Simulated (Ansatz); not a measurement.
# From r2SCAN to G0W0: ZnSb (Pbca)

Aim: the quasiparticle gap of ZnSb (Pbca), starting from r2SCAN.

Method: r2SCAN, then G0W0 on it, plane waves, PAW, in Ansatz 0.2.0.

## 1. The starting structure

It takes space group Pbca (No. 61, orthorhombic). The conventional cell has a = 6.218 Å, b = 7.741 Å, c = 8.115 Å, α = 90.00°, β = 90.00°, γ = 90.00°. Zn has 4 Sb at 2.64 to 2.94 Å and 1 Zn at 2.82 Å nearest. Sb has 4 Zn at 2.64 to 2.94 Å and 1 Sb at 2.81 Å nearest. Farther neighbours are not listed.

Coordinates:

```cif
data_structure
_symmetry_space_group_name_H-M 'P 1'
_symmetry_Int_Tables_number 1
_cell_length_a 6.2180
_cell_length_b 7.7410
_cell_length_c 8.1150
_cell_angle_alpha 90.000
_cell_angle_beta 90.000
_cell_angle_gamma 90.000
_cell_volume 390.60
loop_
_atom_site_label
_atom_site_type_symbol
_atom_site_fract_x
_atom_site_fract_y
_atom_site_fract_z
_atom_site_occupancy
Zn1 Zn 0.45390 0.11150 0.86730 1
Zn2 Zn 0.04610 0.88850 0.36730 1
Zn3 Zn 0.95390 0.38850 0.13270 1
Zn4 Zn 0.54610 0.61150 0.63270 1
Zn5 Zn 0.54610 0.88850 0.13270 1
Zn6 Zn 0.95390 0.11150 0.63270 1
Zn7 Zn 0.04610 0.61150 0.86730 1
Zn8 Zn 0.45390 0.38850 0.36730 1
Sb9 Sb 0.14200 0.08410 0.10830 1
Sb10 Sb 0.35800 0.91590 0.60830 1
Sb11 Sb 0.64200 0.41590 0.89170 1
Sb12 Sb 0.85800 0.58410 0.39170 1
Sb13 Sb 0.85800 0.91590 0.89170 1
Sb14 Sb 0.64200 0.08410 0.39170 1
Sb15 Sb 0.35800 0.58410 0.10830 1
Sb16 Sb 0.14200 0.41590 0.60830 1
```

The cell and positions come from the Crystallography Open Database and are kept as given unless a step says otherwise. Spin-orbit coupling is left out unless a step names it. The default PAW set here is soft_2. Its files were made with PBE.

## 2. Bands along the symmetry lines

Levels along a band path and on the mesh show where this functional puts the band edges.

This step: DFT, r2SCAN, plane waves, PAW.

input.yaml

```yaml
crystal:
  lattice:
    - [6.218, 0.0, 0.0]
    - [0.0, 7.741, 0.0]
    - [0.0, 0.0, 8.115]
  atoms:
    - { symbol: Zn, position: [0.4539, 0.1115, 0.8673] }
    - { symbol: Zn, position: [0.0461, 0.8885, 0.3673] }
    - { symbol: Zn, position: [0.9539, 0.3885, 0.1327] }
    - { symbol: Zn, position: [0.5461, 0.6115, 0.6327] }
    - { symbol: Zn, position: [0.5461, 0.8885, 0.1327] }
    - { symbol: Zn, position: [0.9539, 0.1115, 0.6327] }
    - { symbol: Zn, position: [0.0461, 0.6115, 0.8673] }
    - { symbol: Zn, position: [0.4539, 0.3885, 0.3673] }
    - { symbol: Sb, position: [0.142, 0.0841, 0.1083] }
    - { symbol: Sb, position: [0.358, 0.9159, 0.6083] }
    - { symbol: Sb, position: [0.642, 0.4159, 0.8917] }
    - { symbol: Sb, position: [0.858, 0.5841, 0.3917] }
    - { symbol: Sb, position: [0.858, 0.9159, 0.8917] }
    - { symbol: Sb, position: [0.642, 0.0841, 0.3917] }
    - { symbol: Sb, position: [0.358, 0.5841, 0.1083] }
    - { symbol: Sb, position: [0.142, 0.4159, 0.6083] }
kpoints:
  mp_grid: { grid: [4, 4, 4] }
  band_path:
    path:
      - [[0.0, 0.0, 0.0], [0.5, 0.0, 0.0], [0.5, 0.5, 0.0], [0.0, 0.5, 0.0], [0.0, 0.0, 0.0], [0.0, 0.0, 0.5], [0.5, 0.0, 0.5], [0.5, 0.5, 0.5], [0.0, 0.5, 0.5], [0.0, 0.0, 0.5]]
      - [[0.5, 0.0, 0.0], [0.5, 0.0, 0.5]]
      - [[0.0, 0.5, 0.0], [0.0, 0.5, 0.5]]
      - [[0.5, 0.5, 0.0], [0.5, 0.5, 0.5]]
    npoints: 10
hamiltonian:
  xc: r2scan
scf:
  occupations: { method: fermi_dirac, width: 0.02 }
  n_extra_bands: 9
output:
  eigenvalues: true
  forces: true
  stress: true
```

On the command line:

```sh
$ ansatz run input.yaml --threads 24 --pin off --max-ram 82944MiB --backend cuda --events-out ev --progress --plain --runs-dir out --devices 1 --max-vram 78GiB
```

Numbers of over 12 decimals in the logs are rounded to 6 here.

What it wrote:

```text
scf.n_extra_bands = 9 over 108 filled bands (N_el = 216.0): the run solves 117 bands
GPUs: using 1 of 1 available (devices: 1).
Engine: ansatz 0.2.0, aarch64-unknown-linux-gnu
Pseudopotentials: kind: paw
Pseudopotential: Zn, paw, valence charge 12, recommended cutoff 500 eV (meta_gga), Zn.paw.azcp
Pseudopotential: Sb, paw, valence charge 15, recommended cutoff 500 eV (meta_gga), Sb.paw.azcp
Functional definition: r2SCAN
  parameter k0 = 0.174
  parameter k1 = 0.065
  parameter a1 = 4.9479
  exchange = r2scan_x(k0 = k0, k1 = k1, a1 = a1)
  correlation = r2scan_c
concurrent solve slots: 14 of 24 are kept, ahead of what memory takes: no pass of the eigensolver takes more rounds on 14
[...]
Crystal: 16 atoms, lattice volume = 390.604 Å³
Basis set: ecut = 500 eV, 9939 PW (Γ), exchange–correlation on 192×240×240 points (64 copies of the dense FFT grid, shifted against one another)
Bands: 117, of which v1, the nominal top of the filled ones, is band 108 counted from 1 (107 counted from 0)
Symmetry: 8 space group operations
Space group: Pbca (ITA 61), of the structure as read, at distance tolerance 7.3e-5 Å
k-points: 27 of 64
Non-local potential: Zn, projectors of the file, l = 0: 2, l = 1: 2, l = 2: 3, l = 3: 1
Non-local potential: Sb, projectors of the file, l = 0: 2, l = 1: 2, l = 2: 2, l = 3: 2
PAW form: soft (Blöchl's): semilocal exchange-correlation on the pseudo side does not see the compensation charge
PAW frozen core: Zn, regenerated for the run's functional (the file was generated under x = pbe(κ = 0.804, μ = 0.219515), c = pbe(β = 0.066725))
PAW frozen core: Sb, regenerated for the run's functional (the file was generated under x = pbe(κ = 0.804, μ = 0.219515), c = pbe(β = 0.066725))
PAW one-centre angular grid: Zn, 590 points (default); XC on 261 of its mesh's 2673 points in the sphere
PAW one-centre angular grid: Sb, 590 points (default); XC on 160 Gauss nodes
Initial density: superposition of atomic densities (neutral atoms: chi_scale 0, normalization atom), corrected by the library's trained network
Initial wavefunctions: pseudopotential atomic-orbital guess
[...]
Functional: x = r2scan, c = r2scan; τ floored in thin density (d = 2e-4 eV/Å³)
SCF iter   1: F=—  HF=-78599.436177 eV  |F-HF|=—  |Δ(HF+E_count)|=         —  Δρ=1.38e-2  dr2=3.91e-1  dr2_τ=1.99e-2  ethr=1.77e-3  ⟨swp⟩=6.1  Hψ=13262  notcnv=0
preconditioner: auto → Resta (q_TF=auto, 2.472 Å⁻¹)  ε∞=7.4  [insulator: Δε(μ)=0.574 eV  Ē_g=8.650 eV  σ=0.020 eV  W_gap=1.00  n_scr=100 (ndim 8)  ℏωp=21.9 eV  f_vac=0.007  D(μ)=0.00/eV (n_scr^D=0)  ε∞_Penn≈7.4]
SCF iter   2: F=—  HF=-78599.428062 eV  |F-HF|=—  |Δ(HF+E_count)|=   8.12e-3  Δρ=2.18e-3  dr2=1.06e-2  dr2_τ=1.56e-3  ethr=1.81e-4  ⟨swp⟩=2.2  Hψ=5795  notcnv=0  defer=74
SCF iter   3: F=—  HF=-78599.415866 eV  |F-HF|=—  |Δ(HF+E_count)|=   1.22e-2  Δρ=2.83e-3  dr2=1.82e-2  dr2_τ=1.10e-4  ethr=4.91e-6  ⟨swp⟩=2.0  Hψ=5090  notcnv=0  defer=74
SCF iter   4: F=—  HF=-78599.414516 eV  |F-HF|=—  |Δ(HF+E_count)|=   1.35e-3  Δρ=7.84e-4  dr2=1.72e-3  dr2_τ=2.92e-5  ethr=4.91e-6  ⟨swp⟩=2.0  Hψ=4907  notcnv=0  defer=74
SCF iter   5: F=—  HF=-78599.415354 eV  |F-HF|=—  |Δ(HF+E_count)|=   8.38e-4  Δρ=1.84e-4  dr2=1.49e-4  dr2_τ=1.42e-6  ethr=7.98e-7  ⟨swp⟩=2.0  Hψ=4921  notcnv=0  defer=74
SCF iter   6: F=—  HF=-78599.413550 eV  |F-HF|=—  |Δ(HF+E_count)|=   1.80e-3  Δρ=6.58e-5  dr2=1.70e-5  dr2_τ=9.81e-8  ethr=6.89e-8  ⟨swp⟩=3.0  Hψ=5961  notcnv=0  defer=74
SCF iter   7: F=—  HF=-78599.414721 eV  |F-HF|=—  |Δ(HF+E_count)|=   1.17e-3  Δρ=1.40e-5  dr2=6.82e-7  dr2_τ=5.90e-9  ethr=7.85e-9  ⟨swp⟩=2.0  Hψ=4921  notcnv=0  defer=74
SCF iter   8: F=-78599.414722 eV  HF=-78599.414722 eV  |F-HF|=5.03e-8  |Δ(HF+E_count)|=   4.54e-7  Δρ=4.42e-6  dr2=5.85e-8  dr2_τ=5.31e-10  ethr=4.63e-11  ⟨swp⟩=10.0  Hψ=16420  notcnv=0
SCF 1 converged in 8 iterations: F = -78599.414722 eV  dr2 = 5.85e-8
  greatest PAW one-centre occupation: 0.993 electrons in one spin orbital (limit 2), on the Sb atom at site 15 (counted from 0), in its partial waves of l = 2
concurrent solve slots: 21 of 24 are kept, ahead of what memory takes: no pass of the eigensolver takes more rounds on 21
[...]
NSCF: frozen V_eff on 124 k-points
SCF converged after 8 iterations
Free energy (F): -78599.414722 eV
Harris-Foulkes:  -78599.414722 eV  (|F-HF|=5.03e-8)
Internal energy: -78599.414722 eV  (E = F + TS)
E sigma→0 (E₀):  -78599.414722 eV
Entropy (-TS):   -0.000000 eV (-0.000 meV/atom)
Fermi energy:    9.270543 eV
--- Per-component energies (eV) ---
  E_band       = -1307.308230
  E_kinetic    = 2694.768996
  E_local      = -27096.898299  (includes V_loc(G=0)·N_el)
  E_nonlocal   = 7838.038754
  E_hartree    = 11878.125870
  E_xc         = -2008.339710
  E_vxc        = -1247.799776  (∫ρ·V_xc dr)
  E_paw        = -51610.574447  (= ΣΔE_a)
  E_vpaw       = -7330.428400  (= ΣTr[D̂ρ^β])
  E_aug_tail   = -0.000425  (compensation charges beyond the density's cutoff)
  E_vtau       = 78.754438  (kinetic-family band-sum trace: ∫τ·v_τ [+ j·A + Jᵃ·Aᵃ] dr)
  E_ewald      = -20297.122807
  E_core_change = 2.587346  (= ΣΔE_core)
  E_smearing   = -0.000000  (= −TS)
  E_closure    = 0.000000  (closes the sum)
  Σ components = -78599.414722   (vs F -78599.414722, Δ=0.00e0)
--- Forces (eV/Å), atoms counted from 1 ---
  atom   1  Zn     0.02983770    -0.17180561     0.16503511
  atom   2  Zn    -0.02983770     0.17180561     0.16503511
  atom   3  Zn     0.02983770     0.17180561    -0.16503511
  atom   4  Zn    -0.02983770    -0.17180561    -0.16503511
  atom   5  Zn    -0.02983770     0.17180561    -0.16503511
  atom   6  Zn     0.02983770    -0.17180561    -0.16503511
  atom   7  Zn    -0.02983770    -0.17180561     0.16503511
  atom   8  Zn     0.02983770     0.17180561     0.16503511
  atom   9  Sb     0.12248755    -0.10481165    -0.05803369
  atom  10  Sb    -0.12248755     0.10481165    -0.05803369
  atom  11  Sb     0.12248755     0.10481165     0.05803369
  atom  12  Sb    -0.12248755    -0.10481165     0.05803369
  atom  13  Sb    -0.12248755     0.10481165     0.05803369
  atom  14  Sb     0.12248755    -0.10481165     0.05803369
  atom  15  Sb    -0.12248755    -0.10481165    -0.05803369
  atom  16  Sb     0.12248755     0.10481165    -0.05803369
  max |Σ_I F_I| component: 4.86e-17 eV/Å
--- Stress (GPa, compression-positive) ---
        0.199516       0.000000       0.000000
        0.000000       0.176271       0.000000
        0.000000       0.000000      -0.137286
  P = ⅓ Tr σ = 0.0795 GPa (0.795 kbar)
--- Band table (eV; the first three rows and the last of 27) ---
  k-point 0: bands = ["-20.7511", "-20.7509", "-20.7459", "-20.7458", "-20.6362", "-20.6362", "-20.6358", "-20.6357", "-20.6218", "-20.6186", "-20.6178", "-20.6147", "-20.5630", "-20.5625", "-20.5622", "-20.5621", "-20.5517", "-20.5485", "-20.5469", "-20.5435", "-20.5434", "-20.5424", "-20.5422", "-20.5413", "-20.5403", "-20.5380", "-20.5380", "-20.5365", "-20.5348", "-20.5345", "-20.5267", "-20.5258", "-20.5253", "- [...]
  k-point 1: bands = ["-20.7504", "-20.7502", "-20.7467", "-20.7466", "-20.6362", "-20.6362", "-20.6357", "-20.6356", "-20.6213", "-20.6184", "-20.6181", "-20.6154", "-20.5628", "-20.5624", "-20.5623", "-20.5622", "-20.5510", "-20.5479", "-20.5477", "-20.5444", "-20.5435", "-20.5432", "-20.5413", "-20.5407", "-20.5405", "-20.5384", "-20.5378", "-20.5367", "-20.5333", "-20.5332", "-20.5280", "-20.5270", "-20.5255", "- [...]
  k-point 2: bands = ["-20.7485", "-20.7485", "-20.7485", "-20.7485", "-20.6361", "-20.6361", "-20.6356", "-20.6356", "-20.6200", "-20.6200", "-20.6168", "-20.6168", "-20.5625", "-20.5625", "-20.5623", "-20.5623", "-20.5494", "-20.5494", "-20.5464", "-20.5464", "-20.5435", "-20.5435", "-20.5410", "-20.5410", "-20.5394", "-20.5394", "-20.5373", "-20.5373", "-20.5305", "-20.5305", "-20.5301", "-20.5301", "-20.5252", "- [...]
  k-point 26: bands = ["-20.7483", "-20.7483", "-20.7483", "-20.7483", "-20.6362", "-20.6362", "-20.6362", "-20.6362", "-20.6181", "-20.6181", "-20.6181", "-20.6181", "-20.5625", "-20.5625", "-20.5625", "-20.5625", "-20.5480", "-20.5480", "-20.5480", "-20.5480", "-20.5415", "-20.5415", "-20.5415", "-20.5415", "-20.5386", "-20.5386", "-20.5386", "-20.5386", "-20.5306", "-20.5306", "-20.5306", "-20.5306", "-20.5253", " [...]
```

Run time: 5.1 s. Hardware: 1 × NVIDIA GB200 (shared by 2 runs) with 24 threads of Arm Neoverse V2, shared host; peak memory 1.7 GiB; 36 s of CPU time.

This step gave:

```
pressure             : 0.07950 GPa
filled bands         : 108
gap                  : 0.3980 eV
valence top at       : k = (0.400, 0.000, 0.000)
conduction bottom at : k = (0.000, 0.000, 0.350)
least direct gap     : 0.7827 eV
```

Over mesh and path the gap is 0.398 eV, from k = (0.400, 0.000, 0.000) to k = (0.000, 0.000, 0.350). The least direct gap found is 0.783 eV, at k = (0.450, 0.000, 0.000).

Electronic bands along the path, in eV, zero at the top of the highest nominally filled band:

| point | band 105 | band 106 | band 107 | band 108 | band 109 | band 110 | band 111 | band 112 |
| --- | --- | --- | --- | --- | --- | --- | --- | --- |
| Γ | -1.64 | -1.23 | -0.97 | -0.90 | 0.57 | 1.38 | 1.65 | 1.91 |
| halfway | -1.10 | -0.76 | -0.56 | -0.30 | 0.89 | 1.02 | 1.57 | 1.69 |
| X | -0.68 | -0.68 | -0.10 | -0.10 | 0.72 | 0.72 | 1.51 | 1.51 |
| halfway | -1.08 | -1.08 | -0.31 | -0.31 | 1.12 | 1.12 | 1.52 | 1.52 |
| S | -0.79 | -0.79 | -0.79 | -0.79 | 1.12 | 1.12 | 1.12 | 1.12 |
| halfway | -1.31 | -1.31 | -1.05 | -1.05 | 1.13 | 1.13 | 1.14 | 1.14 |
| Y | -1.59 | -1.59 | -1.15 | -1.15 | 0.54 | 0.54 | 1.91 | 1.91 |
| halfway | -1.82 | -1.26 | -1.09 | -0.99 | 0.71 | 1.43 | 1.43 | 1.58 |
| Γ | -1.64 | -1.23 | -0.97 | -0.90 | 0.57 | 1.38 | 1.65 | 1.91 |
| halfway | -1.54 | -1.40 | -0.94 | -0.79 | 0.65 | 0.74 | 1.50 | 1.51 |
| Z | -1.60 | -1.60 | -0.75 | -0.75 | 0.63 | 0.63 | 0.70 | 0.70 |
| halfway | -1.20 | -1.20 | -0.84 | -0.84 | 1.15 | 1.15 | 1.37 | 1.37 |
| U | -1.00 | -1.00 | -1.00 | -1.00 | 1.35 | 1.35 | 1.35 | 1.35 |
| halfway | -1.17 | -1.17 | -1.17 | -1.17 | 0.96 | 0.96 | 0.96 | 0.96 |
| R | -1.13 | -1.13 | -1.13 | -1.13 | 0.84 | 0.84 | 0.84 | 0.84 |
| halfway | -1.72 | -1.72 | -1.72 | -1.72 | 1.65 | 1.65 | 1.65 | 1.65 |
| T | -1.24 | -1.24 | -1.24 | -1.24 | 0.85 | 0.85 | 0.85 | 0.85 |
| halfway | -1.54 | -1.54 | -1.22 | -1.22 | 0.90 | 0.90 | 1.06 | 1.06 |
| Z | -1.60 | -1.60 | -0.75 | -0.75 | 0.63 | 0.63 | 0.70 | 0.70 |
| jump to X | -0.68 | -0.68 | -0.10 | -0.10 | 0.72 | 0.72 | 1.51 | 1.51 |
| halfway | -0.76 | -0.76 | -0.76 | -0.76 | 1.16 | 1.16 | 1.78 | 1.78 |
| U | -1.00 | -1.00 | -1.00 | -1.00 | 1.35 | 1.35 | 1.35 | 1.35 |
| jump to Y | -1.59 | -1.59 | -1.15 | -1.15 | 0.54 | 0.54 | 1.91 | 1.91 |
| halfway | -1.50 | -1.50 | -1.23 | -1.23 | 0.98 | 0.98 | 1.36 | 1.36 |
| T | -1.24 | -1.24 | -1.24 | -1.24 | 0.85 | 0.85 | 0.85 | 0.85 |
| jump to S | -0.79 | -0.79 | -0.79 | -0.79 | 1.12 | 1.12 | 1.12 | 1.12 |

[end of part 1 of 2]

[Paths, hosts, dates, memory and timing lines, banners, echoed tables and standing remarks are left out of the program output.]

[Logs are printed without paths, hosts, clocks, repeated set-up lines and the standing remarks that a program may print on its own settings, such as how far it seeks lower states.]

[Runs of the session that timed out or met a known fault of the program may be left out.]

[Cells called generated may have been cut or substituted from an entry of the Crystallography Open Database or the Materials Project.]

[Hosts, paths, dates, database ids (printed as entryN), source tags and the programs' standing remarks are cut or masked in the printed files.]

[Where an RPA ε∞ is given, it is that of the G0W0 mesh and is not shown converged in it. Names of k-points follow the symmetry that the program found, which can be lower than the space group named. Band edges on a path are those of the sampled points; other points can move an edge, and change direct to indirect where valleys lie close.]

[Hybrid gaps are those of their k-mesh and are not shown converged in it.]
